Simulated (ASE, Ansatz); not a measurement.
# Relaxing random zinc-blende alloy of GaAs and GaP (64 atoms)

How does random zinc-blende alloy of GaAs and GaP (64 atoms) relax, and what do bonds, charges and levels look like afterwards?

Main program and level: Ansatz 0.2.0; Kohn-Sham DFT, PBE, PAW (set soft_2), plane waves.

## 1. The starting structure

The cell holds 64 atoms: 32 Ga, 4 As and 28 P. Its edges and angles: a = 10.952 Å, b = 10.952 Å, c = 10.952 Å, α = 90.0°, β = 90.0°, γ = 90.0°. It derives from GaAs and GaP. Zinc-blende GaAs, 2 x 2 x 2 conventional cells, 28 of 32 As sites given to P at random (x = 0.875), lattice by Vegard's rule (a = 5.476 Å); every coordinate displaced by a Gaussian of 0.05 Å.

What the set-up can't give: The host structure and its lattice constant were typed by rule, without a check against the phase diagram.

## 2. Single point at the start

The forces at the start show how far the geometry lies from a minimum of this functional.

Input file input.yaml:

```yaml
crystal:
  lattice:
    - [10.9524, 0.0, 0.0]
    - [0.0, 10.9524, 0.0]
    - [0.0, 0.0, 10.9524]
  atoms:
    - { symbol: Ga, position: [0.99828, 0.00076, 0.00312] }
    - { symbol: As, position: [0.13377, 0.1241, 0.12153] }
    - { symbol: Ga, position: [0.99046, 0.24983, 0.24444] }
    - { symbol: P, position: [0.11848, 0.37422, 0.3803] }
    - { symbol: Ga, position: [0.24516, 0.99357, 0.25383] }
    - { symbol: P, position: [0.37455, 0.11707, 0.3736] }
    - { symbol: Ga, position: [0.24963, 0.25381, 0.00861] }
    - { symbol: P, position: [0.37701, 0.37701, 0.12989] }
    - { symbol: Ga, position: [0.00185, 0.00061, 0.50884] }
    - { symbol: P, position: [0.12958, 0.12479, 0.63026] }
    - { symbol: Ga, position: [9.0e-05, 0.24279, 0.7491] }
    - { symbol: P, position: [0.12399, 0.37378, 0.87312] }
    - { symbol: Ga, position: [0.25479, 0.0076, 0.75276] }
    - { symbol: P, position: [0.37606, 0.12668, 0.87273] }
    - { symbol: Ga, position: [0.25716, 0.25214, 0.50249] }
    - { symbol: P, position: [0.37349, 0.37062, 0.6211] }
    - { symbol: Ga, position: [0.00765, 0.49789, 0.00116] }
    - { symbol: P, position: [0.12847, 0.6263, 0.12286] }
    - { symbol: Ga, position: [0.99653, 0.7556, 0.2501] }
    - { symbol: P, position: [0.12552, 0.87791, 0.372] }
    - { symbol: Ga, position: [0.2526, 0.50433, 0.25483] }
    - { symbol: P, position: [0.37776, 0.62504, 0.37525] }
    - { symbol: Ga, position: [0.25409, 0.7544, 0.00017] }
    - { symbol: As, position: [0.38075, 0.87146, 0.12849] }
    - { symbol: Ga, position: [0.0018, 0.50048, 0.50077] }
    - { symbol: P, position: [0.12459, 0.62554, 0.63002] }
    - { symbol: Ga, position: [0.9952, 0.75346, 0.75614] }
    - { symbol: P, position: [0.12127, 0.87953, 0.87725] }
    - { symbol: Ga, position: [0.25427, 0.5052, 0.75322] }
    - { symbol: P, position: [0.37042, 0.61674, 0.87414] }
    - { symbol: Ga, position: [0.25458, 0.74979, 0.49535] }
    - { symbol: P, position: [0.37696, 0.87382, 0.62542] }
    - { symbol: Ga, position: [0.49547, 0.9986, 0.99774] }
    - { symbol: P, position: [0.62138, 0.13115, 0.1373] }
    - { symbol: Ga, position: [0.49596, 0.25723, 0.24017] }
    - { symbol: P, position: [0.62839, 0.37978, 0.38351] }
    - { symbol: Ga, position: [0.74846, 0.00405, 0.24233] }
    - { symbol: P, position: [0.87948, 0.12757, 0.37232] }
    - { symbol: Ga, position: [0.75502, 0.24259, 0.999] }
    - { symbol: P, position: [0.86956, 0.37664, 0.1291] }
    - { symbol: Ga, position: [0.50176, 0.99911, 0.50182] }
    - { symbol: P, position: [0.63205, 0.12466, 0.61226] }
    - { symbol: Ga, position: [0.50051, 0.25476, 0.7557] }
    - { symbol: P, position: [0.62792, 0.37773, 0.87275] }
    - { symbol: Ga, position: [0.74997, 0.99824, 0.74282] }
    - { symbol: P, position: [0.87258, 0.12631, 0.87076] }
    - { symbol: Ga, position: [0.75023, 0.24508, 0.49718] }
    - { symbol: P, position: [0.88194, 0.37589, 0.6222] }
    - { symbol: Ga, position: [0.50642, 0.49761, 0.0027] }
    - { symbol: P, position: [0.61817, 0.61751, 0.12071] }
    - { symbol: Ga, position: [0.49603, 0.7497, 0.24497] }
    - { symbol: As, position: [0.62244, 0.87649, 0.36996] }
    - { symbol: Ga, position: [0.74936, 0.50917, 0.24882] }
    - { symbol: P, position: [0.87467, 0.63065, 0.37476] }
    - { symbol: Ga, position: [0.74264, 0.74767, 0.00079] }
    - { symbol: P, position: [0.8712, 0.88877, 0.12448] }
    - { symbol: Ga, position: [0.49141, 0.49661, 0.5011] }
    - { symbol: P, position: [0.62482, 0.6318, 0.62949] }
    - { symbol: Ga, position: [0.50086, 0.75995, 0.74401] }
    - { symbol: P, position: [0.6239, 0.88142, 0.86757] }
    - { symbol: Ga, position: [0.75406, 0.49109, 0.74762] }
    - { symbol: As, position: [0.87742, 0.6222, 0.87103] }
    - { symbol: Ga, position: [0.7586, 0.74733, 0.50007] }
    - { symbol: P, position: [0.87349, 0.87719, 0.62395] }
kpoints:
  mp_grid: { grid: [2, 2, 2] }
hamiltonian:
  xc: pbe
scf:
  occupations: { method: fermi_dirac, width: 0.025 }
output:
  forces: true
```

On the command line:

```bash
> ansatz run input.yaml --threads 8 --pin off --max-ram 15872MiB --backend cpu --events-out ev --progress --plain --runs-dir out
```

Numbers of over 12 decimals in the logs are rounded to 6 here.

The log of the run:

```text
Engine: ansatz 0.2.0, aarch64-unknown-linux-gnu
Pseudopotentials: kind: paw
Pseudopotential: Ga, paw, valence charge 13, recommended cutoff 420 eV (normal), Ga.paw.azcp
Pseudopotential: As, paw, valence charge 15, recommended cutoff 420 eV (normal), As.paw.azcp
Pseudopotential: P, paw, valence charge 5, recommended cutoff 420 eV (normal), P.paw.azcp
[... 5 lines on functional and potentials left out ...]
Crystal: 64 atoms, lattice volume = 1313.796 Å³
Basis set: ecut = 420 eV, 25677 PW (Γ), exchange–correlation on 150×150×150 points (8 copies of the dense FFT grid, shifted against one another)
Bands: 372, of which v1, the nominal top of the filled ones, is band 308 counted from 1 (307 counted from 0)
Symmetry: 1 space group operations
Space group: P1 (ITA 1), of the structure as read, at distance tolerance 1.1e-4 Å
k-points: 8
[... 7 lines on functional and potentials left out ...]
Initial density: superposition of atomic densities (neutral atoms: chi_scale 0, normalization atom), corrected by the library's trained network
Initial wavefunctions: pseudopotential atomic-orbital guess
Functional: x = pbe(κ = 0.804, μ = 0.219515), c = pbe(β = 0.066725)
SCF iter   1: F=—  HF=-161663.434892 eV  |F-HF|=—  |Δ(HF+E_count)|=         —  Δρ=1.26e-3  dr2=3.29e-2  ethr=1.77e-3  ⟨swp⟩=7.4  Hψ=13468  notcnv=0  defer=20
preconditioner: auto → Resta (q_TF=auto, 2.405 Å⁻¹)  ε∞=4.1  [insulator: Δε(μ)=1.391 eV  Ē_g=13.882 eV  σ=0.025 eV  W_gap=1.00  n_scr=304 (ndim 8)  ℏωp=24.6 eV  f_vac=0.018  D(μ)=0.00/eV (n_scr^D=0)  ε∞_Penn≈4.1]
SCF iter   2: F=—  HF=-161663.409952 eV  |F-HF|=—  |Δ(HF+E_count)|=   2.49e-2  Δρ=7.17e-4  dr2=9.76e-3  ethr=5.35e-6  ⟨swp⟩=3.0  Hψ=4809  notcnv=0  defer=446
SCF iter   3: F=—  HF=-161663.411830 eV  |F-HF|=—  |Δ(HF+E_count)|=   1.88e-3  Δρ=2.54e-4  dr2=1.05e-3  ethr=1.58e-6  ⟨swp⟩=2.0  Hψ=4983  notcnv=0  defer=326
automatic band count: iteration 3 solves 357 bands in place of 372: the levels show a gap, and the empty bands left out lie too high to hold charge; the band table lists the bands solved (type scf.n_extra_bands for more)
SCF iter   4: F=—  HF=-161663.411854 eV  |F-HF|=—  |Δ(HF+E_count)|=   2.32e-5  Δρ=9.94e-5  dr2=2.09e-4  ethr=1.71e-7  ⟨swp⟩=2.0  Hψ=4983  notcnv=0  defer=326
SCF iter   5: F=—  HF=-161663.412023 eV  |F-HF|=—  |Δ(HF+E_count)|=   1.70e-4  Δρ=4.53e-5  dr2=3.19e-5  ethr=3.39e-8  ⟨swp⟩=2.0  Hψ=4823  notcnv=0  defer=326
SCF iter   6: F=—  HF=-161663.411131 eV  |F-HF|=—  |Δ(HF+E_count)|=   8.93e-4  Δρ=1.61e-5  dr2=4.24e-6  ethr=5.18e-9  ⟨swp⟩=2.0  Hψ=4983  notcnv=0  defer=326
SCF iter   7: F=—  HF=-161663.411135 eV  |F-HF|=—  |Δ(HF+E_count)|=   4.06e-6  Δρ=5.05e-6  dr2=3.27e-7  ethr=6.88e-10  ⟨swp⟩=3.0  Hψ=5112  notcnv=0  defer=326
SCF iter   8: F=-161663.411135 eV  HF=-161663.411135 eV  |F-HF|=2.79e-8  |Δ(HF+E_count)|=   5.49e-7  Δρ=1.36e-6  dr2=2.94e-8  ethr=1.62e-11  ⟨swp⟩=4.2  Hψ=10317  notcnv=0
SCF 1 converged in 8 iterations: F = -161663.411135 eV  dr2 = 2.94e-8
  greatest PAW one-centre occupation: 0.999 electrons in one spin orbital (limit 2), on the As atom at site 23 (counted from 0), in its partial waves of l = 2
SCF converged after 8 iterations
Free energy (F): -161663.411135 eV
Harris-Foulkes:  -161663.411135 eV  (|F-HF|=2.79e-8)
Internal energy: -161663.411135 eV  (E = F + TS)
E sigma→0 (E₀):  -161663.411135 eV
Fermi energy:    7.996845 eV
--- Per-component energies (eV) ---
  E_band       = -2912.673250
  E_kinetic    = 6097.715941
  E_local      = -79845.692701  (includes V_loc(G=0)·N_el)
  E_nonlocal   = 11862.722972
  E_hartree    = 37650.652344
  E_xc         = -4257.511609
  E_vxc        = -3885.035675  (∫ρ·V_xc dr)
  E_paw        = -86928.031065  (= ΣΔE_a)
  E_vpaw       = -12443.668627  (= ΣTr[D̂ρ^β])
  E_aug_tail   = -0.003517  (compensation charges beyond the density's cutoff)
  E_ewald      = -46243.263499
  E_smearing   = -0.000000  (= −TS)
  E_closure    = 0.000000  (closes the sum)
  Σ components = -161663.411135   (vs F -161663.411135, Δ=0.00e0)
--- Forces (eV/Å), atoms counted from 1 ---
  atom   1  Ga    -0.08222714     0.27026420    -0.95932732
  atom   2  As    -1.35291463    -0.20260181     0.95928377
  atom   3  Ga     0.97074111     0.34979879     0.50349712
  atom   4  P      0.83972797    -0.24844123    -0.84710772
  atom   5  Ga     0.83213120     0.59503742     0.11109822
  atom   6  P      0.06883234     0.94430390    -0.01772334
  atom   7  Ga     0.87685867     0.86348729    -1.65659558
  atom   8  P     -0.69898145     0.82646842    -0.86125056
  atom   9  Ga     0.18073712     0.29754570    -0.78445809
  atom  10  P      0.00888697     0.16276591    -0.62950867
  atom  11  Ga     0.12925160     0.81757792     0.03920838
  atom  12  P      0.45690887    -0.27728284     0.10389912
  atom  13  Ga    -0.42225695    -1.07530224    -0.15419437
  atom  14  P      0.11603943     0.56520911     0.88241655
[...]
atom  63  Ga    -1.11328863     0.31491839     0.28910180
  atom  64  P      0.52413551    -0.45199633     0.13990444
  max |Σ_I F_I| component: 8.05e-6 eV/Å
```

The job ended after 46 s (8 threads of Arm Neoverse V2, shared host; peak memory 12 GiB).

In the SCF lines HF is the Harris–Foulkes energy and dr2 the Hartree energy of the density residual, in eV; the loop may stop once dr2 is under the threshold and the program's other checks hold. Hψ counts applications of the Hamiltonian.

The program notes that it cut back its work space to fit the memory limit.

The run gave:

* free energy: -161663.4111 eV
* free energy per atom: -2525.9908 eV/atom
* SCF cycles: 8
* r.m.s. force component: 0.7437 eV/Å
* longest force: 2.424 eV/Å
* Fermi energy: 7.997 eV

The r.m.s. force component of 0.74 eV/Å sets the starting point.

Length of the force by element:

```
element  coordination  atoms  mean length of the force (eV/Å)  spread  least  most
     As           all      4                             1.45   0.307   1.01  1.80
     Ga           all     32                             1.20   0.481  0.505  2.42
      P           all     28                             1.14   0.510  0.155  2.34
```

## 3. Cell and atoms relaxed

The cell is relaxed with the atoms, since the starting lattice needn't suit this functional.

Edit input.yaml of step 2 so:

```diff
@@ -15 +15,5 @@
   forces: true
+relax:
+  f_tol: 0.04
+  max_steps: 150
+  cell: {}
```

The log of the run:

```text
[...]
Crystal: 64 atoms, lattice volume = 1313.796 Å³
Basis set: ecut = 420 eV, 25677 PW (Γ), exchange–correlation on 150×150×150 points (8 copies of the dense FFT grid, shifted against one another)
Bands: 372, of which v1, the nominal top of the filled ones, is band 308 counted from 1 (307 counted from 0)
Symmetry: 1 space group operations
[...]
k-points: 8
[...]
SCF iter   1: F=—  HF=-161663.434892 eV  |F-HF|=—  |Δ(HF+E_count)|=         —  Δρ=1.26e-3  dr2=3.29e-2  ethr=1.77e-3  ⟨swp⟩=7.4  Hψ=13468  notcnv=0  defer=20
[...]
SCF iter   8: F=-161663.411135 eV  HF=-161663.411135 eV  |F-HF|=2.88e-8  |Δ(HF+E_count)|=   5.47e-7  Δρ=1.35e-6  dr2=2.86e-8  ethr=1.62e-11  ⟨swp⟩=4.0  Hψ=10400  notcnv=0
SCF 1 converged in 8 iterations: F = -161663.411135 eV  dr2 = 2.86e-8
[...]
relax step   1: F+E_penalty+E_count = -161663.41113516 eV  Δ(F+E_penalty+E_count) = +0.000e0 eV  max|allowed force component| = 2.334e0 eV/Å  Δτ_max = 0.0000 Å  P = +3.277 GPa  Ω = 1313.796 Å³  (8 SCF iters, dr2 threshold 1.00e-7 eV, accepted)
[...]
relax step   2: F+E_penalty+E_count = -161666.41785684 eV  Δ(F+E_penalty+E_count) = -3.007e0 eV  max|allowed force component| = 8.816e-1 eV/Å  Δτ_max = 0.1617 Å  P = +0.856 GPa  Ω = 1342.821 Å³  energy of the carried Pulay correction = -7.169e-3 eV  (7 SCF iters, dr2 threshold 6.40e-6 eV, accepted)
[...]
relax step   3: F+E_penalty+E_count = -161666.80846384 eV  Δ(F+E_penalty+E_count) = -3.906e-1 eV  max|allowed force component| = 3.683e-2 eV/Å  Δτ_max = 0.0856 Å  P = -0.090 GPa  Ω = 1357.881 Å³  energy of the carried Pulay correction = -1.083e-2 eV  (6 SCF iters, dr2 threshold 6.40e-6 eV, accepted)
[...]
relax step   4: F+E_penalty+E_count = -161666.81066397 eV  Δ(F+E_penalty+E_count) = -2.200e-3 eV  max|allowed force component| = 7.530e-3 eV/Å  Δτ_max = 0.0101 Å  P = -0.003 GPa  Ω = 1356.314 Å³  energy of the carried Pulay correction = -1.045e-2 eV  (6 SCF iters, dr2 threshold 4.41e-8 eV, accepted)
[...]
relax step   5: F+E_penalty+E_count = -161666.82099854 eV  Δ(F+E_penalty+E_count) = -1.033e-2 eV  max|allowed force component| = 7.522e-3 eV/Å  Δτ_max = 0.0000 Å  P = +0.001 GPa  Ω = 1356.314 Å³  stress off target by 7.68e-3 GPa  SCF on the basis re-selected at this cell (its energy is not comparable with the rows above)  (8 SCF iters)
basis re-selected at this cell: Δ(F+E_penalty+E_count) = -1.033e-2 eV, ΔP = +0.004 GPa vs the last step (what re-selecting the basis moved, of the pressure what is left beyond the Pulay correction that the steps carried, after the strain that the cell walked since its last selection, [...]
SCF converged after 8 iterations
Free energy (F): -161666.820999 eV
[...]
Internal energy: -161666.820999 eV  (E = F + TS)
E sigma→0 (E₀):  -161666.820999 eV
Fermi energy:    7.550432 eV
[...]
--- Forces (eV/Å), atoms counted from 1 ---
  atom   1  Ga     0.00122577    -0.00005198     0.00088287
  atom   2  As     0.00751664    -0.00714165    -0.00101051
  atom   3  Ga    -0.00055943     0.00058550     0.00267754
  atom   4  P      0.00099887     0.00031339    -0.00001813
  atom   5  Ga     0.00097224     0.00069523    -0.00111949
  atom   6  P      0.00011398    -0.00083456    -0.00051388
  atom   7  Ga     0.00009632    -0.00237450     0.00071164
  atom   8  P     -0.00096421    -0.00067238    -0.00054908
  atom   9  Ga    -0.00019810    -0.00073437    -0.00043537
  atom  10  P     -0.00115527     0.00160009    -0.00089818
  atom  11  Ga    -0.00039964    -0.00099949     0.00072863
  atom  12  P     -0.00071006     0.00073781    -0.00231873
  atom  13  Ga    -0.00032150    -0.00183821     0.00146486
  atom  14  P      0.00056903     0.00121691    -0.00035054
[...]
atom  63  Ga     0.00062121    -0.00107656     0.00198728
  atom  64  P      0.00147725     0.00104711    -0.00146384
  max |Σ_I F_I| component: 1.71e-7 eV/Å
--- Stress (GPa, compression-positive) ---
        0.001016       0.005538      -0.003309
        0.005538       0.001536      -0.000549
       -0.003309      -0.000549      -0.001024
  P = ⅓ Tr σ = 0.0005 GPa (0.005 kbar)
--- Relaxed structure (4 steps of the walk, 4 accepted, 1 SCFs on fresh bases) ---
  F+E_penalty+E_count = -161666.82099854 eV   max|allowed force component| = 7.522e-3 eV/Å   (the final SCF, on the basis selected at the relaxed cell)
  cell:  # Å, volume = 1356.3141 Å³
    - [11.068838, -0.000512645, 0.000196595]
    - [-0.000512645, 11.069324, 9.00424264395115e-5]
    - [0.000196595, 9.00424264395115e-5, 11.069732]
  atoms:
    - { symbol: Ga, position: [0.997312, -0.0024968, -0.00412395] }
    - { symbol: As, position: [0.124345, 0.126892, 0.124786] }
    - { symbol: Ga, position: [0.997011, 0.254639, 0.253805] }
    - { symbol: P, position: [0.125360, 0.376737, 0.375995] }
[...]
- { symbol: P, position: [0.876209, 0.876722, 0.624853] }
```

Elapsed: 4.2 min, on 8 threads; peak memory 12 GiB.

The steps of the relaxation:

```
step  energy less that of the first step (eV)  largest force component (eV/Å)  pressure (GPa)  volume (Å³)
   1                                   0.0000                          2.3339            3.28      1313.80
   2                                  -3.0067                          0.8816            0.86      1342.82
   3                                  -3.3973                          0.0368           -0.09      1357.88
   4                                  -3.3995                          0.0075            0.00      1356.31
  5*                                  -3.4099                          0.0075            0.00      1356.31
```

Relaxation steps marked * repeat the geometry before them on a plane-wave basis chosen anew for their cell, so energy and pressure can jump there.

| cell as run | before | after | change |
| --- | --- | --- | --- |
| a (Å) | 10.952 | 11.069 | +1.1 % |
| b (Å) | 10.952 | 11.069 | +1.1 % |
| c (Å) | 10.952 | 11.070 | +1.1 % |
| volume (Å³/atom) | 20.53 | 21.19 | +3.2 % |

The atoms that moved most (Å, as changes of fractional coordinates times the final cell):

| atom | dx | dy | dz | length |
| --- | --- | --- | --- | --- |
| P42 | -0.074 | 0.025 | 0.150 | 0.169 |
| P34 | 0.055 | -0.035 | -0.148 | 0.162 |
| P56 | 0.046 | -0.144 | 0.004 | 0.151 |
| Ga27 | 0.095 | 0.001 | -0.114 | 0.148 |
| Ga7 | 0.052 | 0.000 | -0.134 | 0.143 |
| Ga3 | 0.072 | 0.053 | 0.104 | 0.137 |
| Ga35 | 0.051 | -0.067 | 0.107 | 0.136 |
| P6 | 0.009 | 0.121 | 0.038 | 0.128 |

The relaxation changed the energy by -53.3 meV/atom, and atoms moved by 0.092 Å r.m.s., 0.17 Å at most.

## 4. Structure statistics after relaxation

Bonds before and after, by the cutoffs listed below:

```
 pair  bonds before  bonds after  mean before (Å)  mean after (Å)  spread before (Å)  spread after (Å)
 Ga-P           112          112            2.372           2.388              0.074             0.006
Ga-As            16           16            2.385           2.458              0.070             0.004
```

Density 4.16 g/cm³, 21.19 Å³ an atom.

Pair distribution functions g(r), in bins of 0.2 Å:

```csv
r (Å),total,Ga-Ga,Ga-P,Ga-As,P-P,P-As,As-As
2.30,5.20,0.00,11.85,0.00,0.00,0.00,0.00
2.50,0.73,0.00,0.10,11.05,0.00,0.00,0.00
2.70,0.00,0.00,0.00,0.00,0.00,0.00,0.00
2.90,0.00,0.00,0.00,0.00,0.00,0.00,0.00
3.10,0.00,0.00,0.00,0.00,0.00,0.00,0.00
3.30,0.00,0.00,0.00,0.00,0.00,0.00,0.00
3.50,0.00,0.00,0.00,0.00,0.00,0.00,0.00
3.70,0.00,0.00,0.00,0.00,0.00,0.00,0.00
3.90,6.26,11.83,0.00,0.00,13.15,13.75,8.75
4.10,0.33,1.30,0.00,0.00,0.00,0.00,0.00
4.30,0.00,0.00,0.00,0.00,0.00,0.00,0.00
4.50,3.55,0.00,6.98,8.10,0.00,0.00,0.00
4.70,1.26,0.00,2.67,1.57,0.00,0.00,0.00
4.90,0.00,0.00,0.00,0.00,0.00,0.00,0.00
5.10,0.00,0.00,0.00,0.00,0.00,0.00,0.00
5.30,0.00,0.00,0.00,0.00,0.00,0.00,0.00
5.50,1.61,3.14,0.00,0.00,3.23,3.77,0.00
5.70,0.04,0.17,0.00,0.00,0.00,0.00,0.00
5.90,0.35,0.00,0.81,0.00,0.00,0.00,0.00
6.10,2.43,0.00,4.75,5.55,0.00,0.00,0.00
6.30,0.00,0.00,0.00,0.00,0.00,0.00,0.00
6.50,0.00,0.00,0.00,0.00,0.00,0.00,0.00
6.70,3.56,6.46,0.00,0.00,7.75,7.75,10.30
6.90,0.84,2.35,0.00,0.00,1.12,0.62,1.45
7.10,1.68,0.00,3.33,3.61,0.00,0.00,0.00
7.30,0.93,0.00,1.89,1.61,0.00,0.00,0.00
7.50,0.00,0.00,0.00,0.00,0.00,0.00,0.00
7.70,0.24,0.73,0.00,0.00,0.27,0.16,0.00
```

Bonds by pair of elements; cutoffs follow the first minimum of g(r), held within bounds set by covalent radii, and pairs that aren't listed don't count as bonded:

```csv
pair A-B,cutoff (Å),bonds,mean length (Å),spread (Å),shortest (Å),B about A,A about B
Ga-P,2.77,112,2.39,0.006,2.37,3.5,4
Ga-As,2.88,16,2.46,0.004,2.45,0.5,4
```

How many atoms have how many bonded neighbours:

```
element  mean   4
     As     4   4
     Ga     4  32
      P     4  28
```

Bond angles, per cent of each kind in bins of 5°:

```
angle (°)  Ga-P-Ga  P-Ga-P  As-Ga-P  Ga-As-Ga
  105–110     75.6    63.7    100.0      79.2
  110–115     24.4    36.3      0.0      20.8
```

Bond angles (no mean is given where the spread exceeds 20°):

```csv
angle,count,mean (°),spread (°)
Ga-P-Ga,168,110,0.7
P-Ga-P,146,110,0.7
As-Ga-P,44,108,0.6
Ga-As-Ga,24,110,0.7
As-Ga-As,2,107,0.1
```

Rings of the network by King's shortest-path rule, up to 12 atoms, one path for each pair of neighbours; H, halogens, alkali and alkaline-earth atoms are left out, and the last column divides by all other atoms, bonded or not:

| ring size (atoms) | rings | per network atom |
| --- | --- | --- |
| 6 | 127 | 1.98 |

By these cutoffs all As atoms have 4, all Ga atoms have 4 and all P atoms have 4 bonded neighbours. The Ga-P-Ga angle averages 110° with a spread of 0.7°. All rings counted have 6 atoms.

(Part 1 of 3 ends here.)

[Logs are printed without paths, hosts, clocks, repeated set-up lines and the standing remarks that a program may print on its own settings, such as how far it seeks lower states.]

[Hosts, paths, dates, database ids (printed as entryN), source tags and the programs' standing remarks are cut or masked in the printed files.]
